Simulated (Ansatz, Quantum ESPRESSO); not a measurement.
# Ru [001], hcp: uniaxial strain and lateral response

The c axis is held at a set length while the cell relaxes sideways. How do the lateral strain and the stress follow? The strained cell has c along the load; unstrained it is a = 2.6897 Å, b = 2.6897 Å, c = 4.2519 Å, α = 90.00°, β = 90.00°, γ = 120.00°, with 2 atoms.

Calculated with Ansatz 0.2.0, PBEsol, PAW files of the set soft_1, cutoff 600 eV, Fermi–Dirac smearing 0.05 eV, k-mesh 18×18×10, no spin polarisation, no spin-orbit coupling.

Relaxed positions at 0 %:

```
atom       x       y       z
  Ru  0.3333  0.6667  0.7500
  Ru  0.6667  0.3333  0.2500
```

```csv
ε_c (%),a (Å),c (Å),ε_a (%),"σ (GPa, tension positive)"
−3,2.7109,4.1243,0.791,−19.37
−2,2.7034,4.1669,0.512,−12.55
0,2.6897,4.2519,0.000,0.00
1,2.6835,4.2944,−0.228,5.87
2,2.6780,4.3369,−0.435,11.55
3,2.6728,4.3795,−0.626,16.96
```

**Question.** Fit both responses and give the free strain and the stress at −1 %, a row left out above.

Least squares with y = y0 + y1 ε + y2 ε² (ε in %) gives ε_a = 0.000 + (−0.2364) ε + (0.0092) ε² and σ = 0.00 + (6.044) ε + (−0.132) ε² GPa. The linear terms put the ratio of free to applied strain at −0.236 and the Young modulus at 604 GPa.

At −1 % the free strain comes out as 0.246 %. The run itself gives 0.250 %, so the estimate misses by 0.004 %, more than the largest misfit of the fitted rows (0.002 %).

The stress comes out as −6.18 GPa. The run itself gives −6.06 GPa, so the estimate misses by 0.12 GPa, more than the largest misfit of the fitted rows (0.07 GPa).

The negative ε² term means that the crystal stiffens in compression and softens in tension.

The same fit over all rows at other levels or in other programs gives the strain ratio = −0.234 with PBEsol (Quantum ESPRESSO, GBRV) and −0.237 with PBEsol (Quantum ESPRESSO, PseudoDojo).

[Logs are printed without paths, hosts, clocks, repeated set-up lines and the standing remarks that a program may print on its own settings, such as how far it seeks lower states.]
